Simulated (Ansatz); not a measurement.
**Meshes and cutoff for the phonons of NaI (Fm-3m)**

How do the frequencies of NaI (Fm-3m) move with q mesh, k mesh and cutoff?

Main program and level: Ansatz 0.2.0; DFT PBE, scalar-relativistic, plane waves, PAW.

### Step 1. Starting point

Symmetry: Fm-3m, No. 225, cubic system. The conventional cell has a = 6.528 Å, b = 6.528 Å, c = 6.528 Å, α = 90.00°, β = 90.00°, γ = 90.00°. Nearest to Na lie 6 I at 3.26 Å. Nearest to I lie 6 Na at 3.26 Å. Farther neighbours and most contacts between anions are not listed.

### Step 2. Tight relaxation

Phonons need a cell at rest on their own settings, so the relaxation is repeated with tight tolerances on forces and stress on the k mesh and occupations of the first response run.

input.yaml reads:

```yaml
crystal:
  lattice:
    - [0.0, 3.2640968181, 3.2640968181]
    - [3.2640968181, 0.0, 3.2640968181]
    - [3.2640968181, 3.2640968181, 0.0]
  atoms:
    - { symbol: Na, position: [0.0, 0.0, 0.0] }
    - { symbol: I, position: [0.5, 0.5, 0.5] }
kpoints:
  mp_grid: { grid: [8, 8, 8] }
hamiltonian:
  xc: pbe
scf:
  occupations: { method: fixed }
output:
  forces: true
  stress: true
  eigenvalues: true
relax:
  adjacent_minimum: "off"
  f_tol: 0.001
  max_steps: 60
  cell: { stress_tol: 0.01 }
```

The run is started by

```console
$ ansatz run input.yaml --threads 4 --pin off --max-ram 7168MiB --backend cpu --events-out ev --progress --plain --runs-dir out
```

Numbers of over 12 decimals in the logs are rounded to 6 here.

The program printed:

```text
Engine: ansatz 0.2.0, aarch64-unknown-linux-gnu
Pseudopotentials: kind: paw
Pseudopotential: Na, paw, valence charge 9, recommended cutoff 420 eV (normal), Na.paw.azcp
Pseudopotential: I, paw, valence charge 17, recommended cutoff 420 eV (normal), I.paw.azcp
Functional definition: PBE
  parameter kappa = 0.804
  parameter beta = 0.066725
  exchange = pbe_x(kappa = kappa, mu = beta*pi^2/3)
[...]
--- Relaxed structure (1 steps of the walk, 1 accepted, 1 SCFs on fresh bases) ---
  F+E_penalty+E_count = -9001.88497988 eV   max|allowed force component| = 2.756e-29 eV/Å   (the final SCF, on the basis selected at the relaxed cell)
  cell:  # Å, volume = 69.5535 Å³
    - [0.0, 3.2640968181, 3.2640968181]
    - [3.2640968181, 0.0, 3.2640968181]
    - [3.2640968181, 3.2640968181, 0.0]
  atoms:
    - { symbol: Na, position: [0.0, 0.0, 0.0] }
    - { symbol: I, position: [0.5, 0.5, 0.5] }
[key lines of the parts left out:]
SCF converged after 9 iterations
Free energy (F): -9001.884980 eV
Fermi energy:    2.802700 eV
P = ⅓ Tr σ = 0.0064 GPa (0.064 kbar)
```

It took 1.4 s on 4 threads of Arm Neoverse V2, shared host; peak memory 0.36 GiB; 4.8 s of CPU time.

Little changed from the start: no atom moved by 0.005 Å and no cell edge by 0.1 %.

This step gave:

| Quantity | Value |
| --- | --- |
| pressure | 0.006409 GPa |
| gap on the k-mesh | 3.578 eV |
| volume per atom | 34.78 Å³ |
| direct gap on mesh | 3.578 eV |

The forces vanish by symmetry and the pressure is 0.006 GPa, within the tolerances set. The cell now holds 34.78 Å³/atom.

### Step 3. The dispersion

Stability and thermal properties need the whole zone. Linear response on a 4×4×4 q mesh gives force constants as far as a supercell of that size would, and the tensors from the zone-centre run are typed in so that the long-range dipole term is interpolated apart.

input.yaml, the sections that differ from step 2:

```yaml
output:
  eigenvalues: true
phonons:
  method: dfpt
  qmesh: [4, 4, 4]
  temperatures: { t_max: 1000, t_step: 50 }
  qpath:
    path:
      - [[0.0, 0.0, 0.0], [0.5, 0.0, 0.5], [0.625, 0.25, 0.625]]
      - [[0.375, 0.375, 0.75], [0.0, 0.0, 0.0], [0.5, 0.5, 0.5], [0.5, 0.25, 0.75], [0.5, 0.0, 0.5]]
    npoints: 10
  non_analytic_term:
    high_frequency_dielectric_tensor: [[3.331, 0.0, 0.0], [0.0, 3.331, 0.0], [0.0, 0.0, 3.331]]
    born_effective_charges:
      - { species: Na, tensor: [[1.2097, 0.0, 0.0], [0.0, 1.2097, 0.0], [0.0, 0.0, 1.2097]] }
      - { species: I, tensor: [[-1.2097, 0.0, 0.0], [0.0, -1.2097, 0.0], [0.0, 0.0, -1.2097]] }
    source: "zone-centre run at this cell"
# crystal, kpoints, hamiltonian, scf: as in step 2
# relax: removed
```

The program printed:

```text
[...]
Crystal: 2 atoms, lattice volume = 69.554 Å³
Basis set: ecut = 420 eV, 1363 PW (Γ), exchange–correlation on 64×64×64 points (8 copies of the dense FFT grid, shifted against one another)
Bands: 17, of which v1, the nominal top of the filled ones, is band 13 counted from 1 (12 counted from 0)
Symmetry: 48 space group operations
k-points: 29 of 512
[...]
SCF iter   1: F=—  HF=-9001.885122 eV  |F-HF|=—  |Δ(HF+E_count)|=         —  Δρ=5.08e-4  dr2=3.77e-4  ethr=1.77e-3  ⟨swp⟩=5.1  Hψ=2181  notcnv=0  defer=52
[...]
SCF iter  12: F=-9001.884980 eV  HF=-9001.884980 eV  |F-HF|=1.09e-11  |Δ(HF+E_count)|=  1.82e-11  Δρ=9.98e-8  dr2=8.00e-12  ethr=1.00e-12  ⟨swp⟩=7.0  Hψ=2878  notcnv=0
SCF 1 converged in 12 iterations: F = -9001.884980 eV  dr2 = 8.00e-12
[...]
NSCF: frozen V_eff on 29 k-points
[...]
DFPT response loops at q = (0, 0, 0) (fractional): preconditioner auto → none (the input reference at scf.mixing.eps_inf says where Resta's filter doesn't serve); β = 0.50; Broyden in place of MSR1
[...]
SCF converged after 12 iterations
Free energy (F): -9001.884980 eV
[...]
Internal energy: -9001.884980 eV  (E = F + TS)
E sigma→0 (E₀):  -9001.884980 eV
Fermi energy:    2.802702 eV
[...]
--- Band table (eV; the first three rows and the last of 29) ---
  k-point 0: bands = [... 9 lower, -8.1502, 2.8027, 2.8027, 2.8027, 6.3803, 10.7615, 10.7615, 10.7615]
  k-point 1: bands = [... 9 lower, -8.1104, 2.3624, 2.7609, 2.7609, 6.8873, 10.3876, 10.9061, 10.9061]
  k-point 2: bands = [... 9 lower, -8.0111, 1.5665, 2.6643, 2.6643, 7.6680, 10.2657, 10.7725, 10.7725]
  k-point 28: bands = [... 9 lower, -7.7820, 1.4616, 1.4616, 1.9155, 8.5732, 10.2673, 10.2673, 10.6621]
--- Phonons (Γ-DFPT): 2 representative perturbations + reference (Σ response iterations 6) ---
  ASR residual: 3.129e-5 → 0.000e0 eV/Å²; symmetrization residual: 3.029e-7 eV/Å²
  ASR residual per site (eV/Å²): 1.93e-5 3.13e-5
  Γ frequencies (cm⁻¹): 0.00 0.00 0.00 103.31 103.31 103.31
--- Phonons (arbitrary-q DFPT): 8 irreducible q on the 4×4×4 mesh ---
  q = [0.0000, 0.0000, 0.0000] (star 1, of the zone-centre solve; hermiticity 7.93e-7, symmetrization 5.95e-11): -0.00 -0.00 -0.00 103.31 103.31 103.31
  q = [0.0000, 0.0000, 0.2500] (star 8, 2 solved perturbations on 288 of 512 k-point pairs; hermiticity 2.35e-6, symmetrization 1.82e-11): 32.57 32.57 52.38 102.91 102.91 163.54
[...]
q = [0.0000, 0.2500, 0.2500] (star 6, 4 solved perturbations in 528 linear systems a pass and spin channel, the states on 164 of 512 k-point pairs; hermiticity 3.62e-6, symmetrization 3.26e-12): 29.74 29.74 61.78 105.57 105.57 134.31
[...]
sum rule: each row above includes the acoustic sum rule's correction from the zone centre's row sums; it moved no ω² by more than (0.48 cm⁻¹)²
  mesh force constants: q→R imaginary residual 3.48e-18; ASR residual 3.129e-5 → 0.000e0 eV/Å²; symmetrization residual 8.882e-16 eV/Å²
  interpolated dispersion: 63 rows × 6 modes
  density of states and harmonic sums: on the 16×16×16 q-mesh, interpolated from the force constants of a 4×4×4 supercell (with the dipole–dipole term of supplied tensors)
  largest difference from the sums on the solved wave vectors: F 1.47e-2 eV, S 1.87e-5 and C_V 3.97e-6 eV/K
  zero-point energy: 0.030915 eV/cell   skipped modes (ω ≤ 0): 3   left out of the sums: 1.22e-4 of the cell's modes: C_V's classical limit lies that fraction below 3 k_B per atom; for a crystal, a wire or a layer, F and S can be off by more, and a phonons.interpolated_qmesh denser along its periods is the remedy for the sampling
```

It took 1.7 min on 4 threads; peak memory 1.5 GiB.

The column dr2 measures how far the density is from self-consistency, as an energy; F and HF (Harris–Foulkes) agree once it is small.

This step gave:

* sum-rule residual before enforcement: 3.13e-5 eV/Å²
* lowest frequency on the path: 0 cm⁻¹
* point group: m-3m
* highest frequency on the path or at a solved wavevector: 164 cm⁻¹
* mean frequency: 83.1 cm⁻¹
* Debye temperature (second moment): 169 K
* logarithmic mean frequency: 74.4 cm⁻¹
* highest optical mode at the zone centre (no LO-TO term): 103.3 cm⁻¹
* lowest optical zone-centre mode: 103.3 cm⁻¹
* lowest mode on the q mesh (acoustic modes at Γ apart): 29.74 cm⁻¹
* zero-point energy per atom: 15.46 meV
* heat capacity at 300 K: 24.55 J/(mol atoms K)
* vibrational entropy at 300 K: 50.84 J/(mol atoms K)
* edges of the widest gap between branches, on path and mesh: 74.3, 99.4 cm⁻¹

Frequencies (cm⁻¹) solved at each irreducible wavevector; negative means imaginary. Frequencies by wavevector, by row:

| q in reciprocal lattice units | star | mode 1 | mode 2 | mode 3 | mode 4 | mode 5 | mode 6 |
| --- | --- | --- | --- | --- | --- | --- | --- |
| 0 0 0 | 1 | 0 | 0 | 0 | 103.3 | 103.3 | 103.3 |
| 0 0 0.25 | 8 | 32.6 | 32.6 | 52.4 | 102.9 | 102.9 | 163.5 |
| 0 0 -0.5 | 4 | 46.1 | 46.1 | 74.3 | 102.5 | 102.5 | 164 |
| 0 0.25 0.25 | 6 | 29.7 | 29.7 | 61.8 | 105.6 | 105.6 | 134.3 |
| 0 0.25 -0.5 | 24 | 43.6 | 55 | 63 | 104.4 | 107.8 | 131.7 |
| 0 0.25 -0.25 | 12 | 44.6 | 46.3 | 67.7 | 101.5 | 108.5 | 143.7 |
| 0 -0.5 -0.5 | 3 | 38.8 | 38.8 | 60.1 | 107 | 107 | 112.8 |
| 0.25 -0.5 -0.25 | 6 | 52.5 | 52.5 | 57.7 | 110.4 | 110.4 | 116.5 |

Interpolated from a 4×4×4 q mesh, with the LO-TO term (at Γ the limit along the path; where Γ stands inside the path, tables give the limit on arrival). Phonon branches along the path, in cm⁻¹:

| point | branch 1 | branch 2 | branch 3 | branch 4 | branch 5 | branch 6 |
| --- | --- | --- | --- | --- | --- | --- |
| Γ | 0 | 0 | 0 | 103 | 103 | 163 |
| halfway | 30 | 30 | 62 | 106 | 106 | 134 |
| X | 39 | 39 | 60 | 107 | 107 | 113 |
| halfway | 41 | 46 | 59 | 107 | 111 | 112 |
| U | 45 | 57 | 59 | 106 | 111 | 121 |
| jump to K | 45 | 57 | 59 | 106 | 111 | 121 |
| halfway | 35 | 40 | 59 | 100 | 109 | 153 |
| Γ | 0 | 0 | 0 | 103 | 103 | 163 |
| halfway | 33 | 33 | 52 | 103 | 103 | 164 |
| L | 46 | 46 | 74 | 102 | 102 | 164 |
| halfway | 48 | 54 | 67 | 104 | 107 | 140 |
| W | 52 | 52 | 58 | 110 | 110 | 116 |
| halfway | 44 | 50 | 58 | 108 | 112 | 112 |
| X | 39 | 39 | 60 | 107 | 107 | 113 |

The phonon branches as a text plot (rows in cm⁻¹):

```
    161 |***                     *******************
    154 |   *                   *                   *
    147 |    **                *                     *
    140 |                    **                       *
    133 |      *            *                          *
    126 |       *          *                            *
    120 |        *       **                              ***
    113 |         **********                             ********
    106 |**************************************** *******   *****
     99 |                    ********            *
     92 |
     85 |
     79 |
     72 |        *          ***                *******
     65 |      ** ***      *   *              *       ***
     58 |            ******     *            *           ********
     51 |    **         *  **    *          *      ********* *
     44 |   *          ***** ***           *   *******      ****
     38 |        *******        ****         **                **
     31 |  *   **                *  *     * *
     24 |    **                   **     ***
     17 | ***                       **   *
     10 | *                          *  *
      3 |*                            **
         Γ           X  U|K            Γ         L        W     X
```

Symmetry leaves 8 wavevectors to solve. The lowest mode among them, the acoustic zeros apart, lies at q = (0, 0.25, 0.25) and is real, 29.7 cm⁻¹.

### Step 4. Another q mesh, q mesh 2×2×2

The q mesh is changed to 2×2×2, to see how far the force constants must reach.

Changes to input.yaml since step 3:

```diff
@@ -18,3 +18,3 @@
   method: dfpt
-  qmesh: [4, 4, 4]
+  qmesh: [2, 2, 2]
   temperatures: { t_max: 1000, t_step: 50 }
```

The program printed:

```text
[...]
Crystal: 2 atoms, lattice volume = 69.554 Å³
Basis set: ecut = 420 eV, 1363 PW (Γ), exchange–correlation on 64×64×64 points (8 copies of the dense FFT grid, shifted against one another)
Bands: 17, of which v1, the nominal top of the filled ones, is band 13 counted from 1 (12 counted from 0)
Symmetry: 48 space group operations
k-points: 29 of 512
[...]
SCF iter   1: F=—  HF=-9001.885122 eV  |F-HF|=—  |Δ(HF+E_count)|=         —  Δρ=5.08e-4  dr2=3.77e-4  ethr=1.77e-3  ⟨swp⟩=5.1  Hψ=2181  notcnv=0  defer=52
[...]
SCF iter  12: F=-9001.884980 eV  HF=-9001.884980 eV  |F-HF|=1.09e-11  |Δ(HF+E_count)|=  1.82e-11  Δρ=9.98e-8  dr2=8.00e-12  ethr=1.00e-12  ⟨swp⟩=7.0  Hψ=2878  notcnv=0
SCF 1 converged in 12 iterations: F = -9001.884980 eV  dr2 = 8.00e-12
[...]
SCF converged after 12 iterations
Free energy (F): -9001.884980 eV
[...]
Internal energy: -9001.884980 eV  (E = F + TS)
E sigma→0 (E₀):  -9001.884980 eV
Fermi energy:    2.802702 eV
[...]
--- Band table (eV; the first three rows and the last of 29) ---
  k-point 0: bands = [... 9 lower, -8.1502, 2.8027, 2.8027, 2.8027, 6.3803, 10.7615, 10.7615, 10.7615]
  k-point 1: bands = [... 9 lower, -8.1104, 2.3624, 2.7609, 2.7609, 6.8873, 10.3876, 10.9061, 10.9061]
  k-point 2: bands = [... 9 lower, -8.0111, 1.5665, 2.6643, 2.6643, 7.6680, 10.2657, 10.7725, 10.7725]
  k-point 28: bands = [... 9 lower, -7.7820, 1.4616, 1.4616, 1.9155, 8.5732, 10.2673, 10.2673, 10.6621]
[...]
ASR residual: 3.129e-5 → 0.000e0 eV/Å²; symmetrization residual: 3.029e-7 eV/Å²
  ASR residual per site (eV/Å²): 1.93e-5 3.13e-5
  Γ frequencies (cm⁻¹): 0.00 0.00 0.00 103.31 103.31 103.31
--- Phonons (arbitrary-q DFPT): 3 irreducible q on the 2×2×2 mesh ---
[...]
interpolated dispersion: 63 rows × 6 modes
[...]
```

It took 18 s on 4 threads; peak memory 0.72 GiB; 67 s of CPU time.

Numbers from this step:

```
mean frequency                                             : 83.6 cm⁻¹
Debye temperature (second moment)                          : 171 K
logarithmic mean frequency                                 : 74.3 cm⁻¹
lowest mode on the q mesh (acoustic modes at Γ apart)      : 38.75 cm⁻¹
zero-point energy per atom                                 : 15.54 meV
heat capacity at 300 K                                     : 24.54 J/(mol atoms K)
vibrational entropy at 300 K                               : 50.88 J/(mol atoms K)
edges of the widest gap between branches, on path and mesh : 74.3, 94.3 cm⁻¹
```

Frequencies (cm⁻¹) solved at each irreducible wavevector; negative means imaginary. Frequencies by wavevector, by row:

| q in reciprocal lattice units | star | mode 1 | mode 2 | mode 3 | mode 4 | mode 5 | mode 6 |
| --- | --- | --- | --- | --- | --- | --- | --- |
| 0 0 0 | 1 | 0 | 0 | 0 | 103.3 | 103.3 | 103.3 |
| 0 0 -0.5 | 4 | 46.1 | 46.1 | 74.3 | 102.5 | 102.5 | 164 |
| 0 -0.5 -0.5 | 3 | 38.8 | 38.8 | 60.1 | 107 | 107 | 112.8 |

Interpolated from a 2×2×2 q mesh, with the LO-TO term (at Γ the limit along the path; where Γ stands inside the path, tables give the limit on arrival). The phonon branches at the labelled points (cm⁻¹):

| point | branch 1 | branch 2 | branch 3 | branch 4 | branch 5 | branch 6 |
| --- | --- | --- | --- | --- | --- | --- |
| Γ | 0 | 0 | 0 | 103 | 103 | 163 |
| halfway | 30 | 30 | 62 | 111 | 111 | 139 |
| X | 39 | 39 | 60 | 107 | 107 | 113 |
| halfway | 40 | 46 | 59 | 106 | 111 | 114 |
| U | 42 | 55 | 58 | 102 | 116 | 122 |
| jump to K | 42 | 55 | 58 | 102 | 116 | 122 |
| halfway | 34 | 42 | 60 | 95 | 116 | 155 |
| Γ | 0 | 0 | 0 | 103 | 103 | 163 |
| halfway | 34 | 34 | 53 | 103 | 103 | 164 |
| L | 46 | 46 | 74 | 102 | 102 | 164 |
| halfway | 46 | 49 | 67 | 102 | 110 | 144 |
| W | 50 | 50 | 56 | 110 | 115 | 115 |
| halfway | 43 | 48 | 57 | 108 | 111 | 115 |
| X | 39 | 39 | 60 | 107 | 107 | 113 |

The phonon branches as a text plot (rows in cm⁻¹):

```
    161 |***                     *******************
    154 |   *                  **                   **
    147 |    **              **                       *
    140 |      *            *                          *
    133 |       *                                       *
    126 |                  *
    120 |        ***     *******                         *
    113 |    *****  ******      ****                  ***********
    106 |****     ********          *********     ****  **  *****
     99 |                 ***    ****        ***********
     92 |                    ****
     85 |
     79 |
     72 |        *                             *******
     65 |      ** ***      *****              *       ***
     58 |            ******     *            *           ********
     51 |    **         *  **    *          *        *********
     44 |   *          * ********          *  ***********   ***
     38 |        ********      *****         *                 **
     31 |  *   **                ****     ***
     24 |    **                   **     **
     17 | ***                       **   *
     10 | *                          *  *
      3 |*                            **
         Γ           X  U|K            Γ         L        W     X
```

The mean frequency is 83.6 cm⁻¹, +0.5 cm⁻¹ against the base run.

The highest branch reaches 164 cm⁻¹ on this path, between Γ and L. No branch goes imaginary on this path.

### Step 5. Another q mesh, k-mesh 9×9×9, q mesh 3×3×3

The q mesh is changed to 3×3×3, to see how far the force constants must reach; the k mesh is 9×9×9, against 8×8×8 in the base run, so that the q mesh divides it.

Changes to input.yaml since step 4:

```diff
@@ -9,3 +9,3 @@
 kpoints:
-  mp_grid: { grid: [8, 8, 8] }
+  mp_grid: { grid: [9, 9, 9] }
 hamiltonian:
@@ -18,3 +18,3 @@
   method: dfpt
-  qmesh: [2, 2, 2]
+  qmesh: [3, 3, 3]
   temperatures: { t_max: 1000, t_step: 50 }
```

The program printed:

```text
[...]
Crystal: 2 atoms, lattice volume = 69.554 Å³
Basis set: ecut = 420 eV, 1363 PW (Γ), exchange–correlation on 64×64×64 points (8 copies of the dense FFT grid, shifted against one another)
Bands: 17, of which v1, the nominal top of the filled ones, is band 13 counted from 1 (12 counted from 0)
Symmetry: 48 space group operations
k-points: 35 of 729
[...]
k-point 34: bands = [... 9 lower, -7.7882, 1.3197, 1.5799, 2.0017, 8.5675, 9.9492, 10.1787, 11.1983]
[...]
ASR residual: 6.155e-5 → 0.000e0 eV/Å²; symmetrization residual: 2.078e-6 eV/Å²
  ASR residual per site (eV/Å²): 1.01e-5 6.16e-5
  Γ frequencies (cm⁻¹): 0.00 0.00 0.00 103.31 103.31 103.31
--- Phonons (arbitrary-q DFPT): 4 irreducible q on the 3×3×3 mesh ---
[...]
interpolated dispersion: 63 rows × 6 modes
[...]
[key lines of the parts left out:]
SCF converged after 10 iterations
Free energy (F): -9001.884988 eV
Fermi energy:    2.802696 eV
```

It took 62 s on 4 threads; peak memory 1.2 GiB; 4.1 min of CPU time.

Frequencies (cm⁻¹) solved at each irreducible wavevector; negative means imaginary. Frequencies by wavevector, by row:

| q in reciprocal lattice units | star | mode 1 | mode 2 | mode 3 | mode 4 | mode 5 | mode 6 |
| --- | --- | --- | --- | --- | --- | --- | --- |
| 0 0 0 | 1 | 0 | 0 | 0 | 103.3 | 103.3 | 103.3 |
| 0 0 0.3333 | 8 | 39.9 | 39.9 | 64.3 | 102.7 | 102.7 | 163.7 |
| 0 0.3333 0.3333 | 6 | 35 | 35 | 68.8 | 106.4 | 106.4 | 120.3 |
| 0 0.3333 -0.3333 | 12 | 47.4 | 53.5 | 65.7 | 103 | 110.7 | 128.7 |

The mean frequency is 83.1 cm⁻¹, +0.0 cm⁻¹ against the base run, whose k mesh differs too.

[end of part 1 of 4]

[Logs are printed without paths, hosts, clocks, repeated set-up lines and the standing remarks that a program may print on its own settings, such as how far it seeks lower states.]

[Hosts, paths, dates, database ids (printed as entryN), source tags and the programs' standing remarks are cut or masked in the printed files.]
